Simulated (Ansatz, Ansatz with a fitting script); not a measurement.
An input for Ansatz 0.2.0 (LiNbO3 (R3c)):

```yaml
crystal:
  lattice:
    - [2.5758, 1.4871388217, 4.6230000005]
    - [-2.5758, 1.4871388217, 4.6230000005]
    - [0.0, -2.9742776484, 4.6229999989]
  atoms:
    - { symbol: Li, position: [0.7180669156, 0.7180669156, 0.7180669156] }
    - { symbol: Li, position: [0.2180669156, 0.2180669156, 0.2180669156] }
    - { symbol: Nb, position: [0.999811158, 0.999811158, 0.999811158] }
    - { symbol: Nb, position: [0.499811158, 0.499811158, 0.499811158] }
    - { symbol: O, position: [0.2800920057, 0.639204734, 0.8910101866] }
    - { symbol: O, position: [0.639204734, 0.8910101866, 0.2800920057] }
    - { symbol: O, position: [0.8910101866, 0.2800920057, 0.639204734] }
    - { symbol: O, position: [0.3910101866, 0.139204734, 0.7800920057] }
    - { symbol: O, position: [0.7800920057, 0.3910101866, 0.139204734] }
    - { symbol: O, position: [0.139204734, 0.7800920057, 0.3910101866] }
kpoints:
  mp_grid: { grid: [3, 3, 3] }
hamiltonian:
  xc: lda
  pseudopotentials: { kind: paw, source: ansatz, frozen_core: stored }
scf:
  occupations: { method: fixed }
  convergence: { dr2_threshold: 1.0e-09 }
output:
  embedding: [{ level: hf }]
basis:
  ecutwfc: 1000
```

```sh
ansatz run input.yaml --threads 16 --pin off --max-ram 73728MiB --backend cpu --events-out ev --progress --plain --runs-dir out
```

Question: Estimate wall time and host memory on 16 threads of Arm Neoverse V2, shared host.

It took 29 s; on shared hardware allow 14 s to 57 s. Peak host memory was 1.5 GiB.

[Paths, hosts, dates, memory and timing lines, banners, echoed tables and standing remarks are left out of the program output.]

[Logs are printed without paths, hosts, clocks, repeated set-up lines and the standing remarks that a program may print on its own settings, such as how far it seeks lower states.]

[Runs of the session that timed out or met a known fault of the program may be left out.]

[Hosts, paths, dates, database ids (printed as entryN), source tags and the programs' standing remarks are cut or masked in the printed files.]
